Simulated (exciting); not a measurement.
## Core excitons at the S L₂,₃ edge of ZnS

Aim: the S L₂,₃ absorption edge of ZnS with the electron–hole interaction treated explicitly, and what each term of the kernel does.

Program: exciting sodium. Level of theory: X-ray absorption, core-level Bethe-Salpeter equation, exchange and statically screened direct term, Tamm-Dancoff, all-electron LAPW+lo LDA. Results are calculated unless marked as measured.

The database entry behind the starting cell differs from later determinations by our own check (about 0.1 % short), so it need not match the best structure at ambient conditions.

## (1) Set-up

Symmetry: F-43m, No. 216, cubic system. The conventional cell has a = 5.404 Å, b = 5.404 Å, c = 5.404 Å, α = 90.00°, β = 90.00°, γ = 90.00°. Nearest to Zn lie 4 S at 2.34 Å. S has 4 Zn at 2.34 Å nearest. Farther neighbours and most contacts between anions are not listed.

As a file:

```xyz
2
Lattice="0.0000 2.7020 2.7020 2.7020 0.0000 2.7020 2.7020 2.7020 0.0000" Properties=species:S:1:pos:R:3 pbc="T T T"
Zn    4.0530    4.0530    4.0530
S     0.0000    0.0000    0.0000
```

Differences between curves are given as r.m.s. difference over r.m.s. height.

## (2) The self-consistent potential

The species files are the program's own, with muffin-tin radii set in the input.

input.xml reads:

```
<input>
  <title>ZnS</title>
  <structure speciespath="." autormt="false" epslat="1.0e-5">
    <crystal>
      <basevect>0.0000000000 5.1060399878 5.1060399878</basevect>
      <basevect>5.1060399878 0.0000000000 5.1060399878</basevect>
      <basevect>5.1060399878 5.1060399878 0.0000000000</basevect>
    </crystal>
    <species speciesfile="Zn.xml" rmt="2.240">
      <atom coord="0.7500000000 0.7500000000 0.7500000000"/>
    </species>
    <species speciesfile="S.xml" rmt="2.049">
      <atom coord="0.0000000000 0.0000000000 0.0000000000"/>
    </species>
  </structure>
  <groundstate do="fromscratch" xctype="LDA_PW" ngridk="5 5 5" rgkmax="7" gmaxvr="14" nempty="8" swidth="0.001" maxscl="100" epsengy="1e-5"/>
</input>
```

Run with:

```console
> OMP_NUM_THREADS=1 mpirun -n 2 exciting
```

The program printed:

```text
EXCITING SODIUM started
********************************************************************************
* Ground-state run starting from atomic densities                              *
********************************************************************************
+ Starting initialization                                                      +
 Lattice vectors (cartesian) :
      0.0000000000      5.1060399878      5.1060399878
      5.1060399878      0.0000000000      5.1060399878
      5.1060399878      5.1060399878      0.0000000000
 Reciprocal lattice vectors (cartesian) :
     -0.6152698884      0.6152698884      0.6152698884
      0.6152698884     -0.6152698884      0.6152698884
      0.6152698884      0.6152698884     -0.6152698884
 Unit cell volume                           :     266.2457172692
 Brillouin zone volume                      :       0.9316589802
 Species :    1 (Zn)
     parameters loaded from                 :    Zn.xml
     name                                   :    zinc
     nuclear charge                         :     -30.00000000
     electronic charge                      :      30.00000000
     atomic mass                            :  119198.67800000
     muffin-tin radius                      :       2.24000000
     # of radial points in muffin-tin       :     350
     atomic positions (lattice) :
       1 :   0.00000000  0.00000000  0.00000000
 Species :    2 (S)
     parameters loaded from                 :    S.xml
     name                                   :    sulphur
     nuclear charge                         :     -16.00000000
     electronic charge                      :      16.00000000
     atomic mass                            :   58452.74216000
     muffin-tin radius                      :       2.04900000
     # of radial points in muffin-tin       :     300
     atomic positions (lattice) :
       1 :   0.25000000  0.25000000  0.25000000
 Total number of atoms per unit cell        :       2
 Spin treatment                             :    spin-unpolarised
 Number of Bravais lattice symmetries       :      48
 Number of crystal symmetries               :      24
 k-point grid                               :       5    5    5
 Total number of k-points                   :      14
 k-point set is reduced with crystal symmetries
 R^MT_min * |G+k|_max (rgkmax)              :       7.00000000
 Species with R^MT_min                      :       2 (S)
 Maximum |G+k| for APW functions            :       3.41630063
 Maximum |G| for potential and density      :      14.00000000
 G-vector grid sizes                        :      36    36    36
 Total number of G-vectors                  :   12339
 Maximum angular momentum used for
     APW functions                          :       8
     computing H and O matrix elements      :       8
     potential and density                  :       8
     inner part of muffin-tin               :       2
 Total nuclear charge                       :     -46.00000000
 Total electronic charge                    :      46.00000000
 Total core charge                          :      22.00000000
 Total valence charge                       :      24.00000000
 Number of empty states                     :       8
 Total number of valence states             :      21
 Maximum Hamiltonian size                   :     201
 Maximum number of plane-waves              :     185
 Total number of local-orbitals             :      16
 Exchange-correlation type                  :       3
     Perdew-Wang, Phys. Rev. B 45, 13244 (1992)
 Smearing scheme                            :    Gaussian
 Smearing width                             :       0.00100000
 Using multisecant Broyden potential mixing
+ Ending initialization                                                        +
********************************************************************************
* Groundstate module started                                                   *
********************************************************************************
 Output level for this task is set to normal
+ Self-consistent loop started                                                 +
 Density and potential initialised from atomic data
+ SCF iteration number :    1                                                  +
 Total energy                               :     -2187.78916647
 _______________________________________________________________
 Fermi energy                               :         0.13714254
 Kinetic energy                             :      2227.16079240
 Coulomb energy                             :     -4321.67582031
 Exchange energy                            :       -89.35644574
 Correlation energy                         :        -3.91769281
 DOS at Fermi energy (states/Ha/cell)       :         0.00000000
 Electron charges :
     core                                   :        22.00000000
     core leakage                           :         0.00042285
     valence                                :        24.00000000
     interstitial                           :         3.17838526
     charge in muffin-tin spheres :
                  atom     1    Zn          :        28.49066321
                  atom     2     S          :        14.33095153
     total charge in muffin-tins            :        42.82161474
     total charge                           :        46.00000000
 Estimated fundamental gap                  :         0.08224012
        valence-band maximum at    1      0.0000  0.0000  0.0000
     conduction-band minimum at    1      0.0000  0.0000  0.0000
[... further iterations ...]
| Convergence targets achieved. Performing final SCF iteration                 +
 Total energy                               :     -2191.51147415
 _______________________________________________________________
 Fermi energy                               :         0.14269455
 Kinetic energy                             :      2224.88772346
 Coulomb energy                             :     -4323.02853858
 Exchange energy                            :       -89.45183641
 Correlation energy                         :        -3.91882263
 DOS at Fermi energy (states/Ha/cell)       :         0.00000000
 Electron charges :
     core                                   :        22.00000000
     core leakage                           :         0.00041603
     valence                                :        24.00000000
     interstitial                           :         3.25566964
     charge in muffin-tin spheres :
                  atom     1    Zn          :        28.65682614
                  atom     2     S          :        14.08750422
     total charge in muffin-tins            :        42.74433036
     total charge                           :        46.00000000
 Estimated fundamental gap                  :         0.06791427
        valence-band maximum at    1      0.0000  0.0000  0.0000
     conduction-band minimum at    1      0.0000  0.0000  0.0000
+ Self-consistent loop stopped                                                 +
 STATE.OUT is written
********************************************************************************
* Groundstate module stopped                                                   *
********************************************************************************
 Total time spent (seconds)                 :        11.16
| EXCITING SODIUM stopped                                                      =
```

The job ended after 12 s (2 MPI ranks of Arm Neoverse V1, shared host).

The mesh shows a gap of 1.85 eV. Core levels (Dirac, from the valence top):

| atom | level | energy (eV) |
| --- | --- | --- |
| Zn | 2s1/2 | -1151.4 |
| Zn | 2p1/2 | -1014.7 |
| Zn | 2p3/2 | -990.9 |
| Zn | 3s1/2 | -124.2 |
| S | 1s1/2 | -2389.8 |
| S | 2s1/2 | -203.8 |
| S | 2p1/2 | -150.3 |
| S | 2p3/2 | -149.0 |

## (3) A richer basis for the empty states

Each species file gets more local orbitals, built from u and its energy derivative at 0.15 Ha and u at 0.9 Ha.

input.xml is that of step 2.

SPECIES.xml, added lines reads:

```
<lo l="L">  <!-- L = 0, 1, 2 -->
  <wf matchingOrder="0" trialEnergy="0.1500" searchE="false"/>
  <wf matchingOrder="1" trialEnergy="0.1500" searchE="false"/>
  <wf matchingOrder="0" trialEnergy="0.9000" searchE="false"/>
</lo>
```

Run with:

```console
> OMP_NUM_THREADS=1 mpirun -n 2 exciting
```

The program printed:

```text
EXCITING SODIUM started
********************************************************************************
* Ground-state run starting from atomic densities                              *
********************************************************************************
+ Starting initialization                                                      +
[... lattice and species ...]
 Spin treatment                             :    spin-unpolarised
 Number of Bravais lattice symmetries       :      48
[...]
valence-band maximum at    1      0.0000  0.0000  0.0000
     conduction-band minimum at    1      0.0000  0.0000  0.0000
+ Self-consistent loop stopped                                                 +
 STATE.OUT is written
********************************************************************************
* Groundstate module stopped                                                   *
********************************************************************************
 Total time spent (seconds)                 :        12.23
| EXCITING SODIUM stopped                                                      =
[key lines of the parts left out:]
Total energy                               :     -2191.51226126
Fermi energy                               :         0.14311474
```

It took 14 s on 2 MPI ranks.

Against the first ground state the total energy moves by -11 meV an atom and the gap by 0.00 eV.

(Continued in part 2 of 3.)

[Banner, clock and machine lines of the logs are left out without a mark of their own.]

[Logs are printed without paths, hosts, clocks, repeated set-up lines and the standing remarks that a program may print on its own settings, such as how far it seeks lower states.]

[Hosts, paths, dates, database ids (printed as entryN), source tags and the programs' standing remarks are cut or masked in the printed files.]
